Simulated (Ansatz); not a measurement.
**Ge wire along [100], 21 atoms a period, H-terminated: bands by functional and under strain**

Aim: is the Ge wire along [100], 21 atoms a period, H-terminated a metal or a semiconductor?

Main program and level: Ansatz 0.2.0; DFT PBE, plane waves, PAW; relaxation of a wire's period; PAW set soft_1, in the first sound run; inputs show where later runs differ.

## 1. Starting point

The cell holds 41 atoms: 21 Ge and 20 H. Its edges and angles: a = 17.241 Å, b = 17.241 Å, c = 5.760 Å, α = 90.0°, β = 90.0°, γ = 90.0°. Vacuum lies along a and b. The structure's axis is c.

## 2. Relaxation of atoms and period

Band widths follow the bond lengths, so the wire is relaxed first. The atoms and the third cell vector are free; the box across stays fixed as vacuum. A Fermi-Dirac smearing is set since the result may be a metal. The pressure printed is a third of the stress's trace over the whole box, vacuum included; only the stress along the axis is relaxed.

Contents of input.yaml:

```yaml
crystal:
  lattice:
    - [17.241, 0.0, 0.0]
    - [0.0, 17.241, 0.0]
    - [0.0, 0.0, 5.76]
  atoms:
    - { symbol: Ge, position: [0.332965978, 0.332965978, 0.0] }
    - { symbol: Ge, position: [0.332965978, 0.667053328, 0.0] }
    - { symbol: Ge, position: [0.500009653, 0.500009653, 0.0] }
    - { symbol: Ge, position: [0.667053328, 0.332965978, 0.0] }
    - { symbol: Ge, position: [0.667053328, 0.667053328, 0.0] }
    - { symbol: H, position: [0.197204338, 0.531291688, 0.093634302] }
    - { symbol: H, position: [0.468727617, 0.802814967, 0.093634302] }
    - { symbol: H, position: [0.531291688, 0.197204338, 0.093634302] }
    - { symbol: H, position: [0.802814967, 0.468727617, 0.093634302] }
    - { symbol: H, position: [0.280726176, 0.280726176, 0.156365698] }
    - { symbol: H, position: [0.719293129, 0.719293129, 0.156365698] }
    - { symbol: Ge, position: [0.24944414, 0.58353149, 0.25] }
    - { symbol: Ge, position: [0.416487815, 0.416487815, 0.25] }
    - { symbol: Ge, position: [0.416487815, 0.750575165, 0.25] }
    - { symbol: Ge, position: [0.58353149, 0.24944414, 0.25] }
    - { symbol: Ge, position: [0.58353149, 0.58353149, 0.25] }
    - { symbol: Ge, position: [0.750575165, 0.416487815, 0.25] }
    - { symbol: H, position: [0.197204338, 0.635771292, 0.406365698] }
    - { symbol: H, position: [0.364248013, 0.802814967, 0.406365698] }
    - { symbol: H, position: [0.635771292, 0.197204338, 0.406365698] }
    - { symbol: H, position: [0.802814967, 0.364248013, 0.406365698] }
    - { symbol: Ge, position: [0.332965978, 0.500009653, 0.5] }
    - { symbol: Ge, position: [0.500009653, 0.332965978, 0.5] }
    - { symbol: Ge, position: [0.500009653, 0.667053328, 0.5] }
    - { symbol: Ge, position: [0.667053328, 0.500009653, 0.5] }
    - { symbol: H, position: [0.197204338, 0.364248013, 0.593634302] }
    - { symbol: H, position: [0.364248013, 0.197204338, 0.593634302] }
    - { symbol: H, position: [0.635771292, 0.802814967, 0.593634302] }
    - { symbol: H, position: [0.802814967, 0.635771292, 0.593634302] }
    - { symbol: Ge, position: [0.24944414, 0.416487815, 0.75] }
    - { symbol: Ge, position: [0.416487815, 0.24944414, 0.75] }
    - { symbol: Ge, position: [0.416487815, 0.58353149, 0.75] }
    - { symbol: Ge, position: [0.58353149, 0.416487815, 0.75] }
    - { symbol: Ge, position: [0.58353149, 0.750575165, 0.75] }
    - { symbol: Ge, position: [0.750575165, 0.58353149, 0.75] }
    - { symbol: H, position: [0.280726176, 0.719293129, 0.843634302] }
    - { symbol: H, position: [0.719293129, 0.280726176, 0.843634302] }
    - { symbol: H, position: [0.197204338, 0.468727617, 0.906365698] }
    - { symbol: H, position: [0.468727617, 0.197204338, 0.906365698] }
    - { symbol: H, position: [0.531291688, 0.802814967, 0.906365698] }
    - { symbol: H, position: [0.802814967, 0.531291688, 0.906365698] }
kpoints:
  mp_grid: { grid: [1, 1, 14] }
scf:
  occupations: { method: fermi_dirac, width: 0.05 }
hamiltonian:
  xc: pbe
  pseudopotentials: { kind: paw, azcp: { folder: soft_1 } }
relax:
  cell: { fix: [a, b, alpha, beta, gamma] }
  max_steps: 45
  f_tol: 0.03
```

Started as:

```
ansatz run input.yaml --threads 4 --pin off --max-ram 16384MiB --backend cpu --events-out ev --progress --plain --runs-dir out
```

Numbers of over 12 decimals in the logs are rounded to 6 here.

The program printed:

```text
Engine: ansatz 0.2.0, aarch64-unknown-linux-gnu
Pseudopotentials: kind: paw
Pseudopotential: Ge, paw, valence charge 14, recommended cutoff 420 eV (normal), soft_1/Ge.paw.azcp
Pseudopotential: H, paw, valence charge 1, recommended cutoff 420 eV (normal), soft_1/H.paw.azcp
Functional definition: PBE
  parameter kappa = 0.804
  parameter beta = 0.066725
  exchange = pbe_x(kappa = kappa, mu = beta*pi^2/3)
  correlation = pbe_c(beta = beta)
Crystal: 41 atoms, lattice volume = 1712.172 Å³
Basis set: ecut = 420 eV, 33539 PW (Γ), exchange–correlation on 240×240×80 points (8 copies of the dense FFT grid, shifted against one another)
Bands: 198, of which v1, the nominal top of the filled ones, is band 157 counted from 1 (156 counted from 0)
Symmetry: 8 space group operations
Space group: P-42m (ITA 111), of the structure as read, at distance tolerance 1.2e-4 Å
k-points: 8 of 14
Non-local potential: Ge, projectors of the file, l = 0: 2, l = 1: 2, l = 2: 3, l = 3: 1
Non-local potential: H, projectors of the file, l = 0: 2, l = 1: 1
PAW form: soft (Blöchl's): semilocal exchange-correlation on the pseudo side does not see the compensation charge
PAW one-centre angular grid: Ge, 590 points (default); XC on 64 Gauss nodes
PAW one-centre angular grid: H, 110 points (default); XC on 64 Gauss nodes
Initial density: superposition of atomic densities (neutral atoms: chi_scale 0, normalization atom)
Initial wavefunctions: pseudopotential atomic-orbital guess
Functional: x = pbe(κ = 0.804, μ = 0.219515), c = pbe(β = 0.066725)
SCF iter   1: F=—  HF=-90511.986891 eV  |F-HF|=—  |Δ(HF+E_count)|=         —  Δρ=3.50e-2  dr2=1.76e1  ethr=3.10e-3  ⟨swp⟩=6.2  Hψ=6237  notcnv=0  defer=95
preconditioner: auto → Resta (q_TF=auto, 2.056 Å⁻¹)  ε∞=1.5  [insulator: Δε(μ)=2.290 eV  Ē_g=21.811 eV  σ=0.050 eV  W_gap=1.00  n_scr=234 (ndim 8)  ℏωp=15.9 eV  f_vac=0.551  D(μ)=0.00/eV (n_scr^D=0)  ε∞_Penn≈1.5  vacuum switching on, ρ_ref=3.5e-2 e/Å³]
SCF iter   2: F=—  HF=-90508.047405 eV  |F-HF|=—  |Δ(HF+E_count)|=    3.94e0  Δρ=1.51e-2  dr2=3.92e0  ethr=3.10e-3  ⟨swp⟩=3.0  Hψ=2240  notcnv=0  defer=254
SCF iter   3: F=—  HF=-90508.035612 eV  |F-HF|=—  |Δ(HF+E_count)|=   1.18e-2  Δρ=5.72e-3  dr2=5.26e0  ethr=1.25e-3  ⟨swp⟩=4.0  Hψ=2156  notcnv=0  defer=255
SCF iter   4: F=—  HF=-90507.142337 eV  |F-HF|=—  |Δ(HF+E_count)|=   8.93e-1  Δρ=1.71e-3  dr2=5.77e-2  ethr=1.25e-3  ⟨swp⟩=3.0  Hψ=1982  notcnv=0  defer=253
SCF iter   5: F=—  HF=-90507.146149 eV  |F-HF|=—  |Δ(HF+E_count)|=   3.81e-3  Δρ=6.78e-4  dr2=3.80e-3  ethr=1.84e-5  ⟨swp⟩=2.1  Hψ=1755  notcnv=0  defer=252
SCF iter   6: F=—  HF=-90507.148425 eV  |F-HF|=—  |Δ(HF+E_count)|=   2.28e-3  Δρ=1.50e-4  dr2=2.86e-4  ethr=1.21e-6  ⟨swp⟩=2.0  Hψ=2588  notcnv=0  defer=252
SCF iter   7: F=—  HF=-90507.148523 eV  |F-HF|=—  |Δ(HF+E_count)|=   9.75e-5  Δρ=4.01e-5  dr2=2.20e-5  ethr=9.10e-8  ⟨swp⟩=2.0  Hψ=2588  notcnv=0  defer=252
SCF iter   8: F=—  HF=-90507.148978 eV  |F-HF|=—  |Δ(HF+E_count)|=   4.55e-4  Δρ=1.44e-5  dr2=3.03e-6  ethr=7.02e-9  ⟨swp⟩=2.0  Hψ=2806  notcnv=0  defer=252
SCF iter   9: F=—  HF=-90507.148981 eV  |F-HF|=—  |Δ(HF+E_count)|=   2.81e-6  Δρ=4.51e-6  dr2=4.73e-7  ethr=9.65e-10  ⟨swp⟩=2.0  Hψ=2588  notcnv=0  defer=252
SCF iter  10: F=-90507.148981 eV  HF=-90507.148981 eV  |F-HF|=6.62e-9  |Δ(HF+E_count)|=   1.29e-7  Δρ=1.07e-6  dr2=1.41e-8  ethr=3.18e-11  ⟨swp⟩=5.0  Hψ=4608  notcnv=0
SCF 1 converged in 10 iterations: F = -90507.148981 eV  dr2 = 1.41e-8
  greatest PAW one-centre occupation: 0.998 electrons in one spin orbital (limit 2), on the Ge atom at site 11 (counted from 0), in its partial waves of l = 2
relax step   1: F+E_penalty+E_count = -90507.14898083 eV  Δ(F+E_penalty+E_count) = +0.000e0 eV  max|allowed force component| = 2.949e-1 eV/Å  Δτ_max = 0.0000 Å  P = -0.345 GPa  Ω = 1712.172 Å³  fix = [a, b, alpha, beta, gamma]  reactions: a -0.423, b -0.423 GPa  (10 SCF iters, dr2 threshold 1.00e-7 eV, accepted)
Crystal: 41 atoms, lattice volume = 1724.171 Å³
Basis set: ecut = 420 eV, 33707 PW (Γ), exchange–correlation on 240×240×80 points (8 copies of the dense FFT grid, shifted against one another)
Initial density: handed on by an earlier stage of this run
Initial wavefunctions: those handed on with the density
iter 1 solved again at ethr=2.88e-4 eV; its pass at ethr=3.10e-3 eV (dr2=9.04e-1 eV) is discarded
SCF iter   1: F=—  HF=-90507.647507 eV  |F-HF|=—  |Δ(HF+E_count)|=         —  Δρ=1.02e-2  dr2=9.11e-1  ethr=2.88e-4  ⟨swp⟩=4.9  Hψ=7001  notcnv=0
preconditioner: auto → Resta (q_TF=auto, 2.054 Å⁻¹)  ε∞=1.5  [insulator: Δε(μ)=2.344 eV  Ē_g=21.784 eV  σ=0.050 eV  W_gap=1.00  n_scr=234 (ndim 8)  ℏωp=15.8 eV  f_vac=0.595  D(μ)=0.00/eV (n_scr^D=0)  ε∞_Penn≈1.5  vacuum switching on, ρ_ref=3.4e-2 e/Å³]
SCF iter   2: F=—  HF=-90507.531989 eV  |F-HF|=—  |Δ(HF+E_count)|=   1.16e-1  Δρ=4.88e-3  dr2=2.05e-1  ethr=2.88e-4  ⟨swp⟩=3.1  Hψ=2407  notcnv=0  defer=32
SCF iter   3: F=—  HF=-90507.554374 eV  |F-HF|=—  |Δ(HF+E_count)|=   2.24e-2  Δρ=1.20e-3  dr2=1.96e-1  ethr=6.54e-5  ⟨swp⟩=4.5  Hψ=2597  notcnv=0  defer=33
SCF iter   4: F=—  HF=-90507.519000 eV  |F-HF|=—  |Δ(HF+E_count)|=   3.54e-2  Δρ=3.17e-4  dr2=4.48e-3  ethr=6.26e-5  ⟨swp⟩=3.0  Hψ=1988  notcnv=0  defer=255
SCF iter   5: F=—  HF=-90507.518834 eV  |F-HF|=—  |Δ(HF+E_count)|=   1.65e-4  Δρ=1.34e-4  dr2=2.42e-4  ethr=1.43e-6  ⟨swp⟩=2.0  Hψ=1667  notcnv=0  defer=255
SCF iter   6: F=—  HF=-90507.519133 eV  |F-HF|=—  |Δ(HF+E_count)|=   2.99e-4  Δρ=3.80e-5  dr2=3.69e-5  ethr=7.71e-8  ⟨swp⟩=2.0  Hψ=2576  notcnv=0  defer=255
SCF iter   7: F=-90507.519132 eV  HF=-90507.519132 eV  |F-HF|=5.07e-7  |Δ(HF+E_count)|=   1.79e-6  Δρ=9.72e-6  dr2=9.97e-7  ethr=1.31e-9  ⟨swp⟩=3.0  Hψ=5669  notcnv=0
SCF 2 converged in 7 iterations: F = -90507.519132 eV  dr2 = 9.97e-7
  greatest PAW one-centre occupation: 0.998 electrons in one spin orbital (limit 2), on the Ge atom at site 13 (counted from 0), in its partial waves of l = 2
relax step   2: F+E_penalty+E_count = -90507.51913221 eV  Δ(F+E_penalty+E_count) = -3.702e-1 eV  max|allowed force component| = 2.611e-1 eV/Å  Δτ_max = 0.1949 Å  P = -0.173 GPa  Ω = 1724.171 Å³  energy of the carried Pulay correction = -2.011e-3 eV  fix = [a, b, alpha, beta, gamma]  reactions: a -0.167, b -0.167 GPa  (7 SCF iters, dr2 threshold 4.10e-6 eV, accepted)
Crystal: 41 atoms, lattice volume = 1723.248 Å³
Basis set: ecut = 420 eV, 33691 PW (Γ), exchange–correlation on 240×240×80 points (8 copies of the dense FFT grid, shifted against one another)
iter 1 solved again at ethr=1.91e-5 eV; its pass at ethr=3.10e-3 eV (dr2=6.01e-2 eV) is discarded
[...]
SCF iter   5: F=—  HF=-90507.792020 eV  |F-HF|=—  |Δ(HF+E_count)|=   7.73e-6  Δρ=4.10e-7  dr2=4.20e-9  ethr=7.23e-12  ⟨swp⟩=3.1  Hψ=2693  notcnv=0
SCF iter   6: F=-90507.792023 eV  HF=-90507.792023 eV  |F-HF|=1.14e-7  |Δ(HF+E_count)|=   2.55e-6  Δρ=9.24e-8  dr2=2.62e-10  ethr=1.00e-12  ⟨swp⟩=3.0  Hψ=5376  notcnv=0
SCF 7 converged in 6 iterations: F = -90507.792023 eV  dr2 = 2.62e-10
  greatest PAW one-centre occupation: 0.998 electrons in one spin orbital (limit 2), on the Ge atom at site 30 (counted from 0), in its partial waves of l = 2
relax step   7: F+E_penalty+E_count = -90507.79202282 eV  Δ(F+E_penalty+E_count) = -1.581e-3 eV  max|allowed force component| = 9.786e-3 eV/Å  Δτ_max = 0.0000 Å  P = +0.004 GPa  Ω = 1720.833 Å³  fix = [a, b, alpha, beta, gamma]  reactions: a +0.003, b +0.003 GPa  stress off target by 5.84e-3 GPa on what of the cell is left free  SCF on the basis re-selected at this cell (its energy is not comparable with the rows above)  (6 SCF iters)
basis re-selected at this cell: Δ(F+E_penalty+E_count) = -1.581e-3 eV, ΔP = +0.001 GPa vs the last step (what re-selecting the basis moved, of the pressure what is left beyond the Pulay correction that the steps carried, after the strain that the cell walked since its last selection, with what the two solves' SCF thresholds leave and, on support functions, any second-order correction that the steps lacked; it is no m [...]
SCF converged after 6 iterations
Free energy (F): -90507.792023 eV
Harris-Foulkes:  -90507.792023 eV  (|F-HF|=1.14e-7)
Internal energy: -90507.792023 eV  (E = F + TS)
E sigma→0 (E₀):  -90507.792023 eV
Fermi energy:    -0.436696 eV
--- Per-component energies (eV) ---
  E_band       = -5892.054929
  E_kinetic    = 2196.500491
  E_local      = -177170.423273  (includes V_loc(G=0)·N_el)
  E_nonlocal   = 4598.752972
  E_hartree    = 86114.387911
  E_xc         = -1666.899682
  E_vxc        = -1576.082587  (∫ρ·V_xc dr)
  E_paw        = -42310.524072  (= ΣΔE_a)
  E_vpaw       = -6169.554996  (= ΣTr[D̂ρ^β])
  E_aug_tail   = -0.018433  (compensation charges beyond the density's cutoff)
  E_ewald      = 37730.432063
  E_smearing   = -0.000000  (= −TS)
  E_closure    = -0.000000  (closes the sum)
  Σ components = -90507.792023   (vs F -90507.792023, Δ=0.00e0)
--- Forces (eV/Å), atoms counted from 1 ---
  atom   1  Ge     0.00428606     0.00428606     0.00978561
  atom   2  Ge     0.00428606    -0.00428606    -0.00978561
  atom   3  Ge    -0.00000000     0.00000000     0.00000000
  atom   4  Ge    -0.00428606     0.00428606    -0.00978561
  atom   5  Ge    -0.00428606    -0.00428606     0.00978561
  atom   6  H      0.00021455    -0.00255169    -0.00410647
  atom   7  H      0.00255169    -0.00021455    -0.00410647
  atom   8  H     -0.00255169     0.00021455    -0.00410647
  atom   9  H     -0.00021455     0.00255169    -0.00410647
  atom  10  H     -0.00044010    -0.00044010     0.00121426
  atom  11  H      0.00044010     0.00044010     0.00121426
  atom  12  Ge    -0.00415698     0.00641063     0.00187375
  atom  13  Ge     0.00473410     0.00473410     0.00507141
  atom  14  Ge    -0.00641063     0.00415698     0.00187375
  atom  15  Ge     0.00641063    -0.00415698     0.00187375
  atom  16  Ge    -0.00473410    -0.00473410     0.00507141
  atom  17  Ge     0.00415698    -0.00641063     0.00187375
  atom  18  H      0.00347275     0.00404294     0.00689530
  atom  19  H     -0.00404294    -0.00347275     0.00689530
  atom  20  H      0.00404294     0.00347275     0.00689530
  atom  21  H     -0.00347275    -0.00404294     0.00689530
  atom  22  Ge    -0.00568355    -0.00000000     0.00000000
  atom  23  Ge     0.00000000    -0.00568355     0.00000000
  atom  24  Ge     0.00000000     0.00568355     0.00000000
  atom  25  Ge     0.00568355    -0.00000000     0.00000000
  atom  26  H      0.00347275    -0.00404294    -0.00689530
  atom  27  H     -0.00404294     0.00347275    -0.00689530
  atom  28  H      0.00404294    -0.00347275    -0.00689530
  atom  29  H     -0.00347275     0.00404294    -0.00689530
  atom  30  Ge    -0.00415698    -0.00641063    -0.00187375
  atom  31  Ge    -0.00641063    -0.00415698    -0.00187375
  atom  32  Ge     0.00473410    -0.00473410    -0.00507141
  atom  33  Ge    -0.00473410     0.00473410    -0.00507141
  atom  34  Ge     0.00641063     0.00415698    -0.00187375
  atom  35  Ge     0.00415698     0.00641063    -0.00187375
  atom  36  H     -0.00044010     0.00044010    -0.00121426
  atom  37  H      0.00044010    -0.00044010    -0.00121426
  atom  38  H      0.00021455     0.00255169     0.00410647
  atom  39  H      0.00255169     0.00021455     0.00410647
  atom  40  H     -0.00255169    -0.00021455     0.00410647
  atom  41  H     -0.00021455    -0.00255169     0.00410647
  max |Σ_I F_I| component: 2.85e-18 eV/Å
--- Stress (GPa, compression-positive) ---
        0.002774       0.000000       0.000000
        0.000000       0.002774      -0.000000
        0.000000      -0.000000       0.005838
  P = ⅓ Tr σ = 0.0038 GPa (0.038 kbar)
--- Relaxed structure (6 steps of the walk, 6 accepted, 1 SCFs on fresh bases) ---
  F+E_penalty+E_count = -90507.79202282 eV   max|allowed force component| = 9.786e-3 eV/Å   (the final SCF, on the basis selected at the relaxed cell)
  cell:  # Å, volume = 1720.8328 Å³
    - [17.241, 0.0, 0.0]
    - [0.0, 17.241, 0]
    - [0.0, 0, 5.789136]
  atoms:
    - { symbol: Ge, position: [0.335377, 0.335377, -0.00526559] }
    - { symbol: Ge, position: [0.335377, 0.664642, 0.00526559] }
    - { symbol: Ge, position: [0.500010, 0.500010, 9.696116989707765e-19] }
    - { symbol: Ge, position: [0.664642, 0.335377, 0.00526559] }
    - { symbol: Ge, position: [0.664642, 0.664642, -0.00526559] }
    - { symbol: H, position: [0.189140, 0.543647, 0.141007] }
    - { symbol: H, position: [0.456372, 0.810880, 0.141007] }
    - { symbol: H, position: [0.543647, 0.189140, 0.141007] }
    - { symbol: H, position: [0.810880, 0.456372, 0.141007] }
    - { symbol: H, position: [0.282750, 0.282750, 0.146345] }
    - { symbol: H, position: [0.717270, 0.717270, 0.146345] }
    - { symbol: Ge, position: [0.253766, 0.588503, 0.268797] }
    - { symbol: Ge, position: [0.417352, 0.417352, 0.248259] }
    - { symbol: Ge, position: [0.411516, 0.746253, 0.268797] }
    - { symbol: Ge, position: [0.588503, 0.253766, 0.268797] }
    - { symbol: Ge, position: [0.582667, 0.582667, 0.248259] }
    - { symbol: Ge, position: [0.746253, 0.411516, 0.268797] }
    - { symbol: H, position: [0.213407, 0.645850, 0.436217] }
    - { symbol: H, position: [0.354169, 0.786613, 0.436217] }
    - { symbol: H, position: [0.645850, 0.213407, 0.436217] }
    - { symbol: H, position: [0.786613, 0.354169, 0.436217] }
    - { symbol: Ge, position: [0.334624, 0.500010, 0.5] }
    - { symbol: Ge, position: [0.500010, 0.334624, 0.5] }
    - { symbol: Ge, position: [0.500010, 0.665395, 0.5] }
    - { symbol: Ge, position: [0.665395, 0.500010, 0.5] }
    - { symbol: H, position: [0.213407, 0.354169, 0.563783] }
    - { symbol: H, position: [0.354169, 0.213407, 0.563783] }
    - { symbol: H, position: [0.645850, 0.786613, 0.563783] }
    - { symbol: H, position: [0.786613, 0.645850, 0.563783] }
    - { symbol: Ge, position: [0.253766, 0.411516, 0.731203] }
    - { symbol: Ge, position: [0.411516, 0.253766, 0.731203] }
    - { symbol: Ge, position: [0.417352, 0.582667, 0.751741] }
    - { symbol: Ge, position: [0.582667, 0.417352, 0.751741] }
    - { symbol: Ge, position: [0.588503, 0.746253, 0.731203] }
    - { symbol: Ge, position: [0.746253, 0.588503, 0.731203] }
    - { symbol: H, position: [0.282750, 0.717270, 0.853655] }
    - { symbol: H, position: [0.717270, 0.282750, 0.853655] }
    - { symbol: H, position: [0.189140, 0.456372, 0.858993] }
    - { symbol: H, position: [0.456372, 0.189140, 0.858993] }
    - { symbol: H, position: [0.543647, 0.810880, 0.858993] }
    - { symbol: H, position: [0.810880, 0.543647, 0.858993] }
```

Run time: 11 min. Hardware: 4 threads of Arm Neoverse V1, shared host; peak memory 6 GiB.

Relaxation path:

```tsv
step	energy less that of the first step (eV)	largest force component (eV/Å)	pressure (GPa)	volume (Å³)
1	0.0000	0.2949	-0.35	1712.17
2	-0.3702	0.2611	-0.17	1724.17
3	-0.5061	0.0994	-0.09	1723.25
4	-0.5944	0.1000	-0.02	1723.43
5	-0.6308	0.0696	0.01	1721.95
6	-0.6415	0.0097	0.00	1720.83
7*	-0.6430	0.0098	0.00	1720.83
```

Relaxation steps marked * repeat the geometry before them on a plane-wave basis chosen anew for their cell, so energy and pressure can jump there.

The run keeps the 8 symmetry operations that it works with, so distortions that break them were not tested.

```tsv
cell as run	before	after	change
c (Å)	5.760	5.789	+0.5 %
```

The atoms that moved most (Å, along periodic axes as changes of fractional coordinates times the final cell, across vacuum about the mean position):

```tsv
atom	dx	dy	dz	length
H41	0.139	0.213	-0.274	0.374
H40	0.213	0.139	-0.274	0.374
H8	0.213	-0.139	0.274	0.374
H6	-0.139	0.213	0.274	0.374
H7	-0.213	0.139	0.274	0.374
H9	0.139	-0.213	0.274	0.374
H38	-0.139	-0.213	-0.274	0.374
H39	-0.213	-0.139	-0.274	0.374
```

Numbers from this step:

```
cell length along the wire : 5.789 Å
```

The cell's length comes to 5.789 Å with spin left out.

(Continued in part 2 of 3.)

[Logs are printed without paths, hosts, clocks, repeated set-up lines and the standing remarks that a program may print on its own settings, such as how far it seeks lower states.]

[Hosts, paths, dates, database ids (printed as entryN), source tags and the programs' standing remarks are cut or masked in the printed files.]
